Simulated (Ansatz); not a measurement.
# Surface energy of Ru(100) slab (three-index Miller notation) (24 atoms)

What is the surface energy of this cell, counted against the bulk crystal, and how far does it hang on functional and mesh?

Calculated with Ansatz 0.2.0: Kohn-Sham DFT, PBE, PAW (set soft_2), plane waves; cutoff 420 eV, fermi-dirac smearing of 0.1 eV. Cutoffs: 420 eV for PBE and PBEsol; 500 eV for r2SCAN.

**The cells**

The cell holds 24 atoms: 24 Ru. Cell: a = 5.430 Å, b = 4.280 Å, c = 27.540 Å, α = 90.0°, β = 90.0°, γ = 90.0°. It derives from Ru. The starting structure: Slab of Ru cut on (1 0 0), 12.5 Å thick, 2 x 1 surface cells, both faces free, 15 Å of vacuum; not relaxed. Lattice constants are starting values near those of PBE. Vacuum lies along c.

The bulk reference is Ru2 in a cell of 2 atoms, 13.661 Å³ an atom.

The input of the single point on the relaxed cell:

```yaml
crystal:
  lattice:
    - [5.43, 0.0, 0.0]
    - [0.0, 4.28, 0.0]
    - [0.0, 0.0, 27.54005]
  atoms:
    - { symbol: Ru, position: [1.0, 0.0, 0.27517] }
    - { symbol: Ru, position: [0.25, 0.5, 0.30014] }
    - { symbol: Ru, position: [0.25, 0.0, 0.35662] }
    - { symbol: Ru, position: [1.0, 0.5, 0.38536] }
    [... 18 atom lines left out ...]
    - { symbol: Ru, position: [0.75, 0.0, 0.69986] }
    - { symbol: Ru, position: [0.5, 0.5, 0.72483] }
kpoints:
  mp_grid: { grid: [7, 8, 1] }
hamiltonian:
  xc: pbe
scf:
  occupations: { method: fermi_dirac, width: 0.1 }
output:
  forces: true
  populations: true
  dos:
    method: { smearing: { sigma: 0.08 } }
    de: 0.1
    projected: { site_lists: { Ru: [Ru] } }
  eigenvalues: true
  write_density: true
  write_potential: true
  volumetric_format: npy
```

| cell | formula | k-mesh | relaxation steps | gain on relaxing (eV) | free energy, PBE (eV) | time of its runs on this page |
| --- | --- | --- | --- | --- | --- | --- |
| Ru(100) slab (three-index Miller notation) | Ru24 | 7×8×1 (relaxed on 4×6×1) | 4 | 0.16 | -141080.337 | 44 s |
| bulk Ru | Ru2 | 23×23×13 | - | - | -11757.403 | 25 s |

**Surface energy**

The excess is the cell's free energy less 12 times that of the bulk cell. It is divided by twice the area, as the cell holds two faces, so the value is their mean, and they need not be alike (23.24 Å²), with 1 eV/Å² = 16.022 J/m².

```
           level  k-mesh  excess (eV)  surface energy (J/m²)  per area (meV/Å²)
             PBE   7×8×1        8.502                  2.931              182.9
PBE, denser mesh  8×11×1        8.499                  2.930              182.8
          r2SCAN   7×8×1        9.224                  3.179              198.4
          PBEsol   7×8×1        9.808                  3.381              211.0
```

Worked for the first row at PBE: (-141080.337) − 12 × (-11757.403) = 8.502 eV (from unrounded energies).

Then 8.502 / (2 × 23.24) × 16.022 = 2.931 J/m².

**Neighbours**

Bonds by pair of elements; cutoffs follow the first minimum of g(r), held within bounds set by covalent radii, and pairs that aren't listed don't count as bonded:

| pair A-B | cutoff (Å) | bonds | mean length (Å) | spread (Å) | shortest (Å) | B about A | A about B |
| --- | --- | --- | --- | --- | --- | --- | --- |
| Ru-Ru | 3.12 | 132 | 2.68 | 0.04 | 2.62 | 11 | 11 |

How many atoms have how many bonded neighbours:

```
element  mean  8  10  12
     Ru    11  4   4  16
```

**Findings**

At PBE the surface energy is 2.93 J/m². At the same geometries the levels give 2.93 (PBE) to 3.38 J/m² (PBEsol) and the denser mesh leaves it within 0.01 J/m². Relaxing the atoms lowered it by 0.055 J/m² from the start (on the 4×6×1 mesh of the relaxation), and the farthest atom moved 0.08 Å. By these cutoffs 8 of 24 Ru atoms differ from the commonest count of 12.

Limits: The cell edges were held, so the lattice is the typed one for every functional. Cell and bulk are sampled on unlike meshes, and the error grows with the number of atoms subtracted. These are free energies under a smearing of 0.1 eV, whose entropy term isn't removed. In some runs the program notes that the exchange-correlation potential is rough where the density is thin and positions were snapped to a detected symmetry.

[Logs are printed without paths, hosts, clocks, repeated set-up lines and the standing remarks that a program may print on its own settings, such as how far it seeks lower states.]

[Hosts, paths, dates, database ids (printed as entryN), source tags and the programs' standing remarks are cut or masked in the printed files.]
